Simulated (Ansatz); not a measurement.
# V2N(OH)2 MXene monolayer in a perpendicular field, part 2 of 3

Wanted: the out-of-plane response of the V2N(OH)2 MXene monolayer. A positive field points along +c.

Ansatz 0.2.0; plane-wave DFT, LDA, Ansatz PAW.

So far. Step 2 (Relaxing the slab): The lattice constant a goes from 2.941 to 2.967 Å.

## (3) Atoms held, field 0, start network

A sawtooth potential applies the field, turning back in the middle of the vacuum. With the dipole correction the typed value is the field outside the slab. The induced dipole is small, so the SCF threshold is tight.

The cell differs from the one that the last finished run ended in (c 44.032 → 24.264 Å).

input.yaml

```yaml
crystal:
  lattice:
    - [2.967265518, 0.0, 0.0]
    - [-1.483632759, 2.5697273184, 0.0]
    - [0.0, 0.0, 24.264476134]
  atoms:
    - { symbol: H, position: [0.3333333333, 0.6666666667, 0.3709126029] }
    - { symbol: O, position: [0.3333333333, 0.6666666667, 0.4112709782] }
    - { symbol: V, position: [0.6666666667, 0.3333333333, 0.4606823748] }
    - { symbol: "N", position: [0.0, 0.0, 0.5] }
    - { symbol: V, position: [0.3333333333, 0.6666666667, 0.5393176252] }
    - { symbol: O, position: [0.6666666667, 0.3333333333, 0.5887290218] }
    - { symbol: H, position: [0.6666666667, 0.3333333333, 0.6290873971] }
kpoints:
  mp_grid: { grid: [18, 18, 1] }
  band_path:
    path: [[0, 0, 0], [0.5, 0, 0], [0.33333333, 0.33333333, 0], [0, 0, 0]]
    npoints: 16
hamiltonian:
  xc: lda
scf:
  occupations: { method: fermi_dirac, width: 0.02585 }
  convergence: { dr2_threshold: 1.0e-10 }
efield:
  axis: 3
  dipole_correction: true
  ramp_position: 0.97
  ramp_width: 0.06
  amplitude: 0
output:
  dos: { projected: true, e_range: [-6, 5] }
  bader: true
  write_potential: true
  write_density: true
  volumetric_format: npy
  elf: true
```

Launch:

```bash
ansatz run input.yaml --threads 4 --pin off --max-ram 6144MiB --backend cpu --events-out ev --progress --plain --runs-dir out
```

Numbers of over 12 decimals in the logs are rounded to 6 here.

Log:

```text
[...]
Crystal: 7 atoms, lattice volume = 185.018 Å³
Basis set: ecut = 420 eV, 3537 PW (Γ)
Bands: 30, of which v1, the nominal top of the filled ones, is band 23 counted from 1 (22 counted from 0)
Symmetry: 6 space group operations
k-points: 37 of 324 (time reversal used)
[...]
SCF iter   1: F=—  HF=-7240.546705 eV  |F-HF|=—  |Δ(HF+E_count)|=         —  Δρ=8.89e-3  dr2=1.69e-1  ethr=1.77e-3  p=0.000 e·Å  D=1.79e-14 V/Å  ΔV_dip=-0.00 eV  dr2_dipole=3.11e-8  V_vac-E_F(+/−)=2.08/2.08 eV  ⟨swp⟩=7.8  Hψ=5310  notcnv=0
efield: sawtooth ramp at fractional position 0.9700 (set: `efield.ramp_position`, or a place that a band, a saddle search or an elastic batch's reference lends), width 0.0600; the density the first Hamiltonian is built on has a dipole p = 0.000 e·Å; the dipole correction subtracts the counter field D = 1.79e-14 V/Å, which shifts the + side's vacuum level by -0.00 eV against the − side's; the planar-averaged density in the ramp window peaks in size at 1.4e-5 e/Å³
[...]
SCF iter   2: F=—  HF=-7240.525256 eV  |F-HF|=—  |Δ(HF+E_count)|=   2.14e-2  Δρ=3.60e-3  dr2=1.05e-1  ethr=3.75e-4  p=0.000 e·Å  D=4.11e-6 V/Å  ΔV_dip=-0.00 eV  dr2_dipole=3.16e-8  V_vac-E_F(+/−)=2.25/2.25 eV  ⟨swp⟩=2.9  Hψ=2295  notcnv=0  defer=51
[...]
SCF iter  13: F=-7240.514664 eV  HF=-7240.514664 eV  |F-HF|=2.73e-11  |Δ(HF+E_count)|=  2.98e-10  Δρ=1.76e-7  dr2=5.22e-11  ethr=1.00e-12  p=0.000 e·Å  D=1.44e-9 V/Å  ΔV_dip=-0.00 eV  dr2_dipole=3.56e-15  V_vac-E_F(+/−)=2.66/2.66 eV  ⟨swp⟩=9.0  Hψ=4060  notcnv=0
SCF 1 converged in 13 iterations: F = -7240.514664 eV  dr2 = 5.22e-11
[...]
NSCF: frozen V_eff on 49 k-points
efield: sawtooth ramp at fractional position 0.9700 (kept from the solve that this one continues, or follows in the run), width 0.0600; the density the first Hamiltonian is built on has a dipole p = 0.000 e·Å; the dipole correction subtracts the counter field D = 1.44e-9 V/Å, which shifts the + side's vacuum level by -0.00 eV against the − side's; the planar-averaged density in the ramp window peaks in size at 3.7e-6 e/Å³
[...]
SCF converged after 13 iterations
Free energy (F): -7240.514664 eV
[...]
Internal energy: -7240.504966 eV  (E = F + TS)
E sigma→0 (E₀):  -7240.509815 eV
Entropy (-TS):   -0.009698 eV (-1.385 meV/atom)
Fermi energy:    2.084231 eV
Dipole field:    D = -0.000000 V/Å  (p = -0.000000 e·Å, saw-weighted, corrected)
Work function:   Φ+ = 2.6641 eV   Φ− = 2.6641 eV
Levels:          The Fermi level and band energies are counted from a zero that moves with the ramp; work functions are not
[...]
--- Band table (eV; the first three rows and the last of 37) ---
  k-point 0: bands = [... 19 lower, -2.1305, 0.2914, 0.2914, 1.5713, 1.9318, 2.0245, 2.7778, 2.8912, ... 3 higher]
  k-point 1: bands = [... 19 lower, -2.2050, 0.2784, 0.3699, 1.5687, 2.0073, 2.0357, 2.7586, 2.8846, ... 3 higher]
  k-point 2: bands = [... 19 lower, -2.3912, 0.1954, 0.5732, 1.5774, 2.0369, 2.2464, 2.8071, 2.8975, ... 3 higher]
  k-point 36: bands = [... 19 lower, -3.5310, 1.0881, 1.0881, 1.4027, 2.9873, 2.9873, 3.7939, 4.7304, ... 3 higher]
--- Bader charges: 7 sites ---
  site symbol  charge [e]  shift [e]
     0      H      0.5178     0.0020
     1      O     -1.2542     0.0025
     2      V      1.5131     0.0007
     3      N     -1.5536     0.0024
     4      V      1.5131     0.0007
     5      O     -1.2542     0.0025
     6      H      0.5179     0.0020
  estimated error of the sums over rays = 4.8e-4 e
```

Wall time 33 s (4 threads of Arm Neoverse V1, shared host); peak memory 0.57 GiB; 2.1 min of CPU time.

Reading the cycles: dr2 is the Hartree energy of the density residual (eV), the measure of convergence; HF is the Harris–Foulkes estimate of the energy, which meets the free energy F at convergence.

Numbers from this step:

```yaml
energy_at_zero_smearing: -7240.5098 eV
work_function_upper_face: 2.664 eV
dipole_along_the_normal: -8.38e-8 e·Å
```

Running mean over a fixed 2.6 Å (it still follows the layers) of the planar mean; the ramp of the sawtooth is left out. Table of electron's electrostatic potential energy less the Fermi level by z:

| z (Å) | electron's electrostatic potential energy less the Fermi level (eV) |
| --- | --- |
| 3.0 | 2.66 |
| 3.5 | 2.66 |
| 4.0 | 2.66 |
| 4.5 | 2.65 |
| 5.0 | 2.64 |
| 5.5 | 2.61 |
| 6.0 | 2.55 |
| 6.5 | 2.44 |
| 7.0 | 2.23 |
| 7.5 | 1.78 |
| 8.0 | 1.00 |
| 8.5 | -0.0348 |
| 9.0 | -1.88 |
| 9.5 | -3.98 |
| 10.0 | -6.42 |
| 10.5 | -8.68 |
| 11.0 | -10.9 |
| 11.5 | -12.2 |
| 12.0 | -12.9 |
| 12.5 | -12.7 |
| 13.0 | -11.7 |
| 13.5 | -10.0 |
| 14.0 | -7.58 |
| 14.5 | -5.27 |
| 15.0 | -2.94 |
| 15.5 | -0.981 |
| 16.0 | 0.586 |
| 16.5 | 1.35 |
| 17.0 | 2.05 |
| 17.5 | 2.35 |
| 18.0 | 2.50 |
| 18.5 | 2.58 |
| 19.0 | 2.63 |
| 19.5 | 2.65 |
| 20.0 | 2.66 |
| 20.5 | 2.66 |
| 21.0 | 2.66 |

The density of states has structure finer than the step of the table below, so its rows give means over 0.2 eV, whole bins alone (the curve runs from -6 to 0.59 eV). Peaks (eV: height): -5.72: 8.91, -5.61: 17.9, -5.53: 19.6, -2.06: 3.27, -0.51: 8.11, 0.26: 7.90.

Density of states against energy, zero at the Fermi level; means over each step:

| energy (eV) | density of states (states/eV a cell) |
| --- | --- |
| -5.8 | 5.69 |
| -5.6 | 10.7 |
| -5.4 | 7.01 |
| -5.2 | 2.51 |
| -5.0 | 1.07 |
| -4.8 | 0.731 |
| -4.6 | 0.570 |
| -4.4 | 0.478 |
| -4.2 | 0.121 |
| -4.0 | 0 |
| -3.8 | 0 |
| -3.6 | 0 |
| -3.4 | 0 |
| -3.2 | 0.347 |
| -3.0 | 0.911 |
| -2.8 | 1.01 |
| -2.6 | 1.11 |
| -2.4 | 1.28 |
| -2.2 | 1.62 |
| -2.0 | 1.99 |
| -1.8 | 1.36 |
| -1.6 | 0.748 |
| -1.4 | 1.48 |
| -1.2 | 1.51 |
| -1.0 | 1.54 |
| -0.8 | 1.43 |
| -0.6 | 1.94 |
| -0.4 | 2.84 |
| -0.2 | 2.34 |
| 0.0 | 4.24 |
| 0.2 | 4.91 |
| 0.4 | 2.14 |

Projected DOS per atom over height of the atomic layer and energy from the Fermi level. Layers: H O V N V O H from below.

Values in states/eV, 22 rows by 7 columns, each cell a mean:
```
0.14 0.10 0.79 0.06 0.79 0.10 0.14
0.22 0.15 1.68 0.14 1.68 0.15 0.22
0.08 0.08 1.06 0.07 1.06 0.08 0.08
0.04 0.06 1.07 0.05 1.07 0.06 0.04
0.01 0.05 0.61 0.04 0.61 0.05 0.01
0.00 0.05 0.66 0.03 0.66 0.05 0.00
0.00 0.04 0.65 0.02 0.65 0.04 0.00
0.00 0.02 0.39 0.02 0.39 0.02 0.00
0.02 0.07 0.80 0.08 0.80 0.07 0.02
0.01 0.06 0.63 0.06 0.63 0.06 0.01
0.01 0.04 0.49 0.03 0.49 0.04 0.01
0.01 0.03 0.43 0.02 0.43 0.03 0.01
0.00 0.01 0.22 0.00 0.22 0.01 0.00
0.00 0.00 0.00 0.00 0.00 0.00 0.00
0.00 0.00 0.00 0.00 0.00 0.00 0.00
0.00 0.00 0.00 0.00 0.00 0.00 0.00
0.00 0.15 0.01 0.08 0.01 0.15 0.00
0.00 0.21 0.03 0.11 0.03 0.21 0.00
0.00 0.35 0.06 0.17 0.06 0.35 0.00
0.01 1.22 0.27 0.72 0.27 1.22 0.01
0.01 2.39 0.90 2.42 0.90 2.39 0.01
0.00 1.89 0.32 0.41 0.32 1.89 0.00
```
Columns: height of the atomic layer (Å) from 9 to 15.3 (not evenly spaced); rows upwards: energy from the Fermi level (eV) from -5.96 to 0.52.

The electronic bands at the labelled points (eV, zero at the Fermi level):

| point | band 20 | band 21 | band 22 | band 23 | band 24 | band 25 | band 26 | band 27 |
| --- | --- | --- | --- | --- | --- | --- | --- | --- |
| Γ | -4.21 | -1.79 | -1.79 | -0.51 | -0.15 | -0.06 | 0.69 | 0.81 |
| halfway | -4.98 | -2.49 | -0.79 | -0.35 | 0.32 | 0.85 | 0.97 | 1.23 |
| M | -5.18 | -3.21 | 0.10 | 0.31 | 0.93 | 1.02 | 1.38 | 1.89 |
| halfway | -5.58 | -2.35 | -0.24 | -0.10 | 0.84 | 1.03 | 1.64 | 2.03 |
| K | -5.62 | -1.00 | -1.00 | -0.68 | 0.90 | 0.90 | 1.71 | 2.65 |
| halfway | -5.37 | -2.03 | -1.41 | 0.16 | 0.63 | 0.66 | 1.05 | 1.29 |
| Γ | -4.21 | -1.79 | -1.79 | -0.51 | -0.15 | -0.06 | 0.69 | 0.81 |

ELF in the ca plane at fractional y = 0.333, with atoms of V and O and H within 0.2 Å of it. It is the smooth field of the valence electrons, not physical close to the nuclei.

Values, 5 rows by 16 columns, each cell a mean:
```
0.15 0.03 0.08 0.18 0.51 0.25 0.18 0.75 0.66 0.23 0.13 0.20 0.06 0.00 0.00 0.00
0.16 0.03 0.03 0.25 0.74 0.34 0.27 0.56 0.91 0.45 0.12 0.20 0.06 0.00 0.00 0.00
0.15 0.03 0.08 0.18 0.51 0.25 0.18 0.75 0.66 0.23 0.13 0.20 0.06 0.00 0.00 0.00
0.15 0.07 0.30 0.52 0.17 0.44 0.16 0.21 0.11 0.04 0.15 0.20 0.06 0.00 0.00 0.00
0.15 0.07 0.31 0.52 0.17 0.44 0.16 0.21 0.11 0.04 0.15 0.20 0.06 0.00 0.00 0.00
```
Columns run along c (16.0 Å, from fractional 0.28 to 0.94 of the cell), rows up along a (3.0 Å). Atoms in or near the plane, at fractional coordinates: V at (0.46, 0.67), O at (0.59, 0.67), H at (0.63, 0.67).

Valence density in the ca plane at fractional y = 0.333, with atoms of V and O and H within 0.2 Å of it. It is the smooth field of the valence electrons, not physical close to the nuclei.

Values in units of 1e0 e/Å³, 5 rows by 16 columns, each cell a mean:
```
0.0 0.0 0.0 0.0 0.0 0.0 0.0 0.0 0.1 2.2 1.8 0.3 1.1 1.3 0.1 0.0
0.0 0.0 0.0 0.0 0.0 0.0 0.0 0.0 0.1 7.5 5.7 0.2 2.8 4.2 0.5 0.0
0.0 0.0 0.0 0.0 0.0 0.0 0.0 0.0 0.1 2.3 1.8 0.3 1.1 1.4 0.1 0.0
0.0 0.0 0.0 0.0 0.0 0.0 0.0 0.1 0.3 0.3 0.5 0.6 0.3 0.1 0.0 0.0
0.0 0.0 0.0 0.0 0.0 0.0 0.0 0.1 0.3 0.3 0.5 0.6 0.3 0.1 0.0 0.0
```
Columns run along c (16.0 Å, from fractional 0.06 to 0.72 of the cell), rows up along a (3.0 Å). Atoms in or near the plane, at fractional coordinates: V at (0.46, 0.67), O at (0.59, 0.67), H at (0.63, 0.67).

Electrostatic potential energy in the ca plane at fractional y = 0.333, with atoms of V and O and H within 0.2 Å of it. With pseudopotentials it is smooth inside the atoms' cores, unlike the true potential.

Ten even steps from '0' (-32 eV) to '9' (5 eV), each cell a mean:
```
99999999999999999999985113688887568899999999
99999999999999999999971010488882003368999999
99999999999999999999961120389970000048999999
99999999999999999999972000488883014579999999
99999999999999999999986324788788778999999999
99999999999999999999998878876568999999999999
99999999999999999999999888875358999999999999
99999999999999999999998777876568999999999999
```
Columns run along c (16.0 Å, from fractional 0.11 to 0.77 of the cell; values clipped at the 3rd and 97th percentile), rows up along a (3.0 Å). Atoms in or near the plane, at fractional coordinates: V at (0.46, 0.67), O at (0.59, 0.67), H at (0.63, 0.67).

The work function of the upper face is 2.66 eV.

## (4) Single point, field 0.03 V/Å

input.yaml: that of step 3 with these lines changed.

```diff
@@ -28,6 +28,4 @@
   ramp_width: 0.06
-  amplitude: 0
+  amplitude: 0.03
 output:
-  dos: { projected: true, e_range: [-6, 5] }
-  bader: true
   write_potential: true
@@ -35,2 +33 @@
   volumetric_format: npy
-  elf: true
```

Log:

```text
[...]
Crystal: 7 atoms, lattice volume = 185.018 Å³
Basis set: ecut = 420 eV, 3537 PW (Γ)
Bands: 30, of which v1, the nominal top of the filled ones, is band 23 counted from 1 (22 counted from 0)
Symmetry: 6 space group operations
k-points: 37 of 324 (time reversal used)
[...]
k-point 0: bands = [... 19 lower, -2.1308, 0.2912, 0.2912, 1.5710, 1.9314, 2.0245, 2.7776, 2.8910, ... 3 higher]
  k-point 1: bands = [... 19 lower, -2.2053, 0.2782, 0.3696, 1.5685, 2.0064, 2.0361, 2.7583, 2.8844, ... 3 higher]
  k-point 2: bands = [... 19 lower, -2.3915, 0.1951, 0.5729, 1.5771, 2.0367, 2.2462, 2.8069, 2.8972, ... 3 higher]
  k-point 36: bands = [... 19 lower, -3.5313, 1.0877, 1.0880, 1.4025, 2.9870, 2.9871, 3.7936, 4.7297, ... 3 higher]
[key lines of the parts left out:]
SCF converged after 28 iterations
Free energy (F): -7240.514887 eV
Fermi energy:    2.083988 eV
Dipole field:    D = 0.014504 V/Å  (p = 0.014830 e·Å, saw-weighted, corrected)
```

It took 24 s on 4 threads; peak memory 0.55 GiB.

The dipole is 0.0148 e·Å.

## (5) Atoms held, field -0.03 V/Å

input.yaml: that of step 4 with these lines changed.

```diff
@@ -28,3 +28,3 @@
   ramp_width: 0.06
-  amplitude: 0.03
+  amplitude: -0.03
 output:
```

Log:

```text
[...]
Crystal: 7 atoms, lattice volume = 185.018 Å³
Basis set: ecut = 420 eV, 3537 PW (Γ)
Bands: 30, of which v1, the nominal top of the filled ones, is band 23 counted from 1 (22 counted from 0)
Symmetry: 6 space group operations
k-points: 37 of 324 (time reversal used)
[...]
k-point 0: bands = [... 19 lower, -2.1308, 0.2912, 0.2912, 1.5710, 1.9314, 2.0245, 2.7776, 2.8910, ... 3 higher]
  k-point 1: bands = [... 19 lower, -2.2053, 0.2782, 0.3696, 1.5685, 2.0064, 2.0361, 2.7583, 2.8844, ... 3 higher]
  k-point 2: bands = [... 19 lower, -2.3915, 0.1951, 0.5729, 1.5771, 2.0367, 2.2462, 2.8069, 2.8972, ... 3 higher]
  k-point 36: bands = [... 19 lower, -3.5312, 1.0877, 1.0880, 1.4025, 2.9870, 2.9871, 3.7936, 4.7297, ... 3 higher]
[key lines of the parts left out:]
SCF converged after 29 iterations
Free energy (F): -7240.514887 eV
Fermi energy:    2.083994 eV
Dipole field:    D = -0.014513 V/Å  (p = -0.014839 e·Å, saw-weighted, corrected)
```

Elapsed: 24 s, on 4 threads; peak memory 0.55 GiB; 93 s of CPU time.

The dipole is -0.0148 e·Å.

## (6) Atoms held, field 0.15 V/Å

input.yaml: that of step 5 with these lines changed.

```diff
@@ -26,5 +26,5 @@
   dipole_correction: true
-  ramp_position: 0.97
-  ramp_width: 0.06
-  amplitude: -0.03
+  ramp_position: 0.918
+  ramp_width: 0.164
+  amplitude: 0.15
 output:
```

Log:

```text
[...]
Crystal: 7 atoms, lattice volume = 185.018 Å³
Basis set: ecut = 420 eV, 3537 PW (Γ)
Bands: 30, of which v1, the nominal top of the filled ones, is band 23 counted from 1 (22 counted from 0)
Symmetry: 6 space group operations
k-points: 37 of 324 (time reversal used)
[...]
k-point 0: bands = [... 19 lower, -2.1374, 0.2852, 0.2852, 1.5650, 1.9204, 2.0232, 2.7714, 2.8850, ... 3 higher]
  k-point 1: bands = [... 19 lower, -2.2119, 0.2722, 0.3637, 1.5625, 1.9897, 2.0407, 2.7522, 2.8785, ... 3 higher]
  k-point 2: bands = [... 19 lower, -2.3981, 0.1892, 0.5670, 1.5712, 2.0295, 2.2410, 2.8007, 2.8912, ... 3 higher]
  k-point 36: bands = [... 19 lower, -3.5374, 1.0810, 1.0828, 1.3964, 2.9810, 2.9813, 3.7876, 4.7219, ... 3 higher]
[key lines of the parts left out:]
SCF converged after 33 iterations
Free energy (F): -7240.520232 eV
Fermi energy:    2.078201 eV
Dipole field:    D = 0.072683 V/Å  (p = 0.074316 e·Å, saw-weighted, corrected)
```

The job ended after 25 s (4 threads; peak memory 0.55 GiB).

The dipole is 0.0743 e·Å.

## (7) Atoms held, field 0.25 V/Å

input.yaml: that of step 6 with these lines changed.

```diff
@@ -28,3 +28,3 @@
   ramp_width: 0.164
-  amplitude: 0.15
+  amplitude: 0.25
 output:
```

Log:

```text
[...]
Crystal: 7 atoms, lattice volume = 185.018 Å³
Basis set: ecut = 420 eV, 3537 PW (Γ)
Bands: 30, of which v1, the nominal top of the filled ones, is band 23 counted from 1 (22 counted from 0)
Symmetry: 6 space group operations
k-points: 37 of 324 (time reversal used)
[...]
k-point 0: bands = [... 19 lower, -2.1502, 0.2739, 0.2739, 1.5536, 1.9008, 2.0192, 2.7595, 2.8737, ... 3 higher]
  k-point 1: bands = [... 19 lower, -2.2247, 0.2609, 0.3524, 1.5511, 1.9655, 2.0414, 2.7405, 2.8671, ... 3 higher]
  k-point 2: bands = [... 19 lower, -2.4107, 0.1777, 0.5556, 1.5598, 2.0160, 2.2310, 2.7887, 2.8797, ... 3 higher]
  k-point 36: bands = [... 19 lower, -3.5492, 1.0690, 1.0720, 1.3849, 2.9695, 2.9700, 3.7761, 4.7089, ... 3 higher]
[key lines of the parts left out:]
SCF converged after 27 iterations
Free energy (F): -7240.530160 eV
Fermi energy:    2.067127 eV
Dipole field:    D = 0.121607 V/Å  (p = 0.124340 e·Å, saw-weighted, corrected)
```

Wall time 23 s (4 threads); peak memory 0.56 GiB; 91 s of CPU time.

The dipole is 0.124 e·Å.

## (8) Atoms held, field -0.25 V/Å

input.yaml: that of step 7 with these lines changed.

```diff
@@ -28,4 +28,6 @@
   ramp_width: 0.164
-  amplitude: 0.25
+  amplitude: -0.25
 output:
+  dos: { projected: true, e_range: [-6, 5] }
+  bader: true
   write_potential: true
@@ -33 +35,2 @@
   volumetric_format: npy
+  elf: true
```

Log:

```text
[...]
Crystal: 7 atoms, lattice volume = 185.018 Å³
Basis set: ecut = 420 eV, 3537 PW (Γ)
Bands: 30, of which v1, the nominal top of the filled ones, is band 23 counted from 1 (22 counted from 0)
Symmetry: 6 space group operations
k-points: 37 of 324 (time reversal used)
[...]
k-point 36: bands = [... 19 lower, -3.5492, 1.0690, 1.0720, 1.3849, 2.9695, 2.9700, 3.7761, 4.7089, ... 3 higher]
--- Bader charges: 7 sites ---
  site symbol  charge [e]  shift [e]
     0      H      0.5285     0.0019
     1      O     -1.2520     0.0024
     2      V      1.5108     0.0007
     3      N     -1.5536     0.0024
     4      V      1.5149     0.0007
     5      O     -1.2556     0.0025
     6      H      0.5069     0.0020
  estimated error of the sums over rays = 4.7e-4 e
[key lines of the parts left out:]
SCF converged after 28 iterations
Free energy (F): -7240.530160 eV
Fermi energy:    2.067120 eV
Dipole field:    D = -0.121600 V/Å  (p = -0.124333 e·Å, saw-weighted, corrected)
```

It took 43 s on 4 threads; peak memory 0.56 GiB; 2.8 min of CPU time.

The dipole is -0.124 e·Å.

## (9) Response, atoms held

This step: plane-wave DFT, LDA, Ansatz PAW; response to a field along the normal, atoms held (Ansatz 0.2.0).

The dipoles give the slope, and the difference of two potentials shows where the field is screened.

This step gave:

* equivalent conductor thickness p/(ε₀AE): 11.73 Å
* distance between the outer atoms: 6.264 Å

The dipole of the cell by applied field:

| applied field (V/Å) | dipole of the cell (e·Å) |
| --- | --- |
| -0.250 | -0.124 |
| -0.030 | -0.0148 |
| 0.000 | 0 |
| 0.030 | 0.0148 |
| 0.150 | 0.0743 |
| 0.250 | 0.124 |

Local field over the applied field, running mean. From the potentials at -0.03 and 0.03 V/Å; running mean over 2.5 Å. Local field over applied field against z:

| z (Å) | local field over applied field |
| --- | --- |
| 4.5 | 0.946 |
| 5.0 | 0.905 |
| 5.5 | 0.839 |
| 6.0 | 0.741 |
| 6.5 | 0.603 |
| 7.0 | 0.429 |
| 7.5 | 0.235 |
| 8.0 | 0.0633 |
| 8.5 | -0.0610 |
| 9.0 | -0.132 |
| 9.5 | -0.149 |
| 10.0 | -0.129 |
| 10.5 | -0.0907 |
| 11.0 | -0.0586 |
| 11.5 | -0.0360 |
| 12.0 | -0.0279 |
| 12.5 | -0.0308 |
| 13.0 | -0.0439 |
| 13.5 | -0.0736 |
| 14.0 | -0.108 |
| 14.5 | -0.143 |
| 15.0 | -0.146 |
| 15.5 | -0.107 |
| 16.0 | -0.00793 |
| 16.5 | 0.139 |
| 17.0 | 0.327 |
| 17.5 | 0.515 |
| 18.0 | 0.673 |
| 18.5 | 0.792 |
| 19.0 | 0.874 |
| 19.5 | 0.927 |
| 20.0 | 0.959 |

The induced electron density oscillates, so the rows of the table below give means over windows of 0.5 Å about each position, cut where the curve ends. Its maxima inside the range that stand out by 2 % of the span (Å: e/Å³ per V/Å): 7.68: 0.00275, 9.71: 2.8e-4, 10.51: 5.2e-4, 13.08: 9.7e-4, 14.29: 0.00145, 15.10: 0.00102. Its minima: 9.17: -0.00102, 9.98: -0.00145, 11.19: -9.7e-4, 13.75: -5.2e-4, 14.56: -2.8e-4, 16.58: -0.00276.

Electrons, planar mean, per unit field. Induced electron density against z; means over each step:

| z (Å) | induced electron density (e/Å³ per V/Å) |
| --- | --- |
| 4.5 | 2.7e-4 |
| 5.0 | 4.7e-4 |
| 5.5 | 7.8e-4 |
| 6.0 | 0.00121 |
| 6.5 | 0.00174 |
| 7.0 | 0.00229 |
| 7.5 | 0.00268 |
| 8.0 | 0.00255 |
| 8.5 | 0.00131 |
| 9.0 | -6.4e-4 |
| 9.5 | -2.6e-4 |
| 10.0 | -8.3e-4 |
| 10.5 | 3.0e-4 |
| 11.0 | -6.0e-4 |
| 11.5 | -5.0e-4 |
| 12.0 | -1.3e-4 |
| 12.5 | 3.0e-4 |
| 13.0 | 7.4e-4 |
| 13.5 | 5.6e-5 |
| 14.0 | 2.7e-4 |
| 14.5 | 3.7e-4 |
| 15.0 | 7.3e-4 |
| 15.5 | -1.7e-4 |
| 16.0 | -0.00207 |
| 16.5 | -0.00271 |
| 17.0 | -0.00254 |
| 17.5 | -0.00203 |
| 18.0 | -0.00148 |
| 18.5 | -9.9e-4 |
| 19.0 | -6.2e-4 |
| 19.5 | -3.6e-4 |
| 20.0 | -2.1e-4 |

By hand: between -0.03 and 0.03 V/Å the dipole changes by 0.02967 e·Å, a slope of 0.4945 e·Å²/V. A perfect conductor of thickness t has p = ε₀AEt, so t = 180.95 × 0.4945 / 7.625 = 11.73 Å (e/ε₀ = 180.95 V·Å, A in Å²).

The induced dipole is that of a conductor 11.73 Å thick.

(Part 2 of 3 ends here.)

[Logs are printed without paths, hosts, clocks, repeated set-up lines and the standing remarks that a program may print on its own settings, such as how far it seeks lower states.]

[Hosts, paths, dates, database ids (printed as entryN), source tags and the programs' standing remarks are cut or masked in the printed files.]

[Maps of the electrostatic potential energy from Ansatz leave out the sawtooth potential of an applied field or a dipole correction, so their vacuum need not be flat; planar profiles and work functions include it.]

[The density of states shown here was stored with 400 of the rows of the run's finer table, so its peaks can read low, often by over a quarter, or be missed, and its means over a window can be off by a tenth or more.]
